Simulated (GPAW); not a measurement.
Consider Li (Lithium, Im-3m).

```cif
data_structure
_symmetry_space_group_name_H-M 'P 1'
_symmetry_Int_Tables_number 1
_cell_length_a 3.0391
_cell_length_b 3.0391
_cell_length_c 3.0391
_cell_angle_alpha 109.471
_cell_angle_beta 109.471
_cell_angle_gamma 109.471
_cell_volume 21.61
loop_
_atom_site_label
_atom_site_type_symbol
_atom_site_fract_x
_atom_site_fract_y
_atom_site_fract_z
_atom_site_occupancy
Li1 Li 0.00000 0.00000 0.00000 1
```

Absorber: atom 1, with 8 Li at 3.04 Å and 6 Li at 3.51 Å (cube and octahedron, as in bcc, site symmetry m-3m). Method: GPAW, LDA, excited-electron core hole (neutral cell), 15-atom cell with 7.6 Å between holes, 6×6×6 k points, dipole transitions, Gaussian full width 0.9 eV up to 4 eV, rising linearly to 3.5 eV at 25 eV.

Where do the maxima of the Li K edge fall?

Main maxima up to 24 eV above the zero (height): 0.4 eV (1.32), 5.1 eV (1.62), 8.4 eV (1.67) and 16.6 eV (0.80). A K edge sees empty p states on the absorber. The total-energy difference is 57.22 eV. One term is added: -3.34 eV, since the hole is spin-paired here and a spin-polarised one costs that much less in the free atom (computed apart). The photon energy is then 53.88 eV. The tabulated edge of the element is 54.7 eV. The functional leaves an error in such absolute values: in the free atom LDA prices this hole 1.0 eV below PBE (computed apart), and PBE is itself good to a few eV.

The Li K spectrum (energy from the lowest empty level; intensity scaled to a mean of 1 over the first 20 eV):

```
E (eV)  intensity
  -2.0       0.00
  -1.0       0.01
   0.0       0.95
   1.0       0.87
   2.0       0.58
   3.0       1.25
   4.0       1.35
   5.0       1.61
   6.0       1.42
   7.0       1.39
   8.0       1.62
   9.0       1.56
  10.0       1.20
  11.0       0.97
  12.0       0.70
  13.0       0.48
  14.0       0.43
  15.0       0.59
  16.0       0.78
  17.0       0.79
  18.0       0.73
  19.0       0.69
  20.0       0.68
  21.0       0.69
  22.0       0.66
  23.0       0.62
  24.0       0.57
  25.0       0.56
  26.0       0.57
  27.0       0.58
  28.0       0.56
  29.0       0.52
  30.0       0.48
  31.0       0.45
  32.0       0.42
```

Lifetime broadening is put in by hand, and intensities beyond about 20 eV depend on it and on the partial waves; weight that the partial waves miss at high energy is lost. The structure is a published determination, not relaxed.

[Banner, clock and machine lines of the logs are left out without a mark of their own.]

[Logs are printed without paths, hosts, clocks, repeated set-up lines and the standing remarks that a program may print on its own settings, such as how far it seeks lower states.]

[Hosts, paths, dates, database ids (printed as entryN), source tags and the programs' standing remarks are cut or masked in the printed files.]

[Lists of maxima count a maximum above −3 eV only where it reaches 4 % of the highest in the window and stands out from its surroundings by 2 % of it (1.5 % where it reaches 55 %); shoulders and weaker maxima are passed over, and of the rest the first, up to two pre-edge ones and the few strongest are named.]
